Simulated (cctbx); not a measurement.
**La2TiSi3: precision against data quality**

Space group P6_3/mmc (no. 194), a = 8.2590 Å, b = 8.2590 Å, c = 8.6040 Å, α = 90.00°, β = 90.00°, γ = 120.00°.

```csv
atom,mult.,x,y,z,Ueq (Å²)
La1,6,0.5050,0.4950,1/4,0.0098
La2,2,0,0,1/4,0.0080
Ti1,4,2/3,1/3,0.5275,0.0128
Si1,12,0.8328,0.1672,0.4945,0.0157
```

The model is made up (kin elements in a known structure type, no relaxation), so it says nothing on whether the phase exists.

Five simulated data sets (cctbx; Ag Kα, λ = 0.56087 Å; 6 % proportional error) differ in resolution or exposure (noise floor 8 counts in the first three, 8 in the last two). Each is refined with the right model, isotropic at 1.1 Å and anisotropic otherwise. How do the figures of merit and the uncertainties move?

```csv
d min (Å),top counts,"⟨I/σ⟩ (unmerged, absences included)",unique,param. (scale apart),Rint,R1,GooF,largest s.u. xyz (fractional),s.u. U of Si1 (Å²),largest error (Å)
1.1,5000,2.7,97,8,0.074,0.0196,0.92,0.00071,0.0014,0.0105
0.84,5000,2.5,198,15,0.080,0.0200,0.92,0.00076,0.0016,0.0114
0.6,5000,2.2,505,15,0.113,0.0259,0.93,0.00048,0.0009,0.0056
0.75,300,0.6,269,15,0.489,0.0460,0.91,0.00472,0.0106,0.0525
0.75,3000,2.1,269,15,0.118,0.0235,0.93,0.00086,0.0018,0.0050
```

The number of reflections grows roughly as 1/d³: 97, 198 and 505 here. R1 follows the noise rather than the truth: at 300 counts it is 0.0460, at 3000 counts 0.0235, while GooF is 0.91 and 0.93: the weights 1/σ² carry the noise. The s.u. of U (U11 where anisotropic) for Si1 goes 0.0014, 0.0016, 0.0009 Å² with resolution and 0.0106, 0.0018 Å² with exposure.

Hardware for the 0.6 Å refinement: 0.59 s on 1 thread of Arm Neoverse N1, on a shared host, peak memory 0.09 GiB.

[Logs are printed without paths, hosts, clocks, repeated set-up lines and the standing remarks that a program may print on its own settings, such as how far it seeks lower states.]
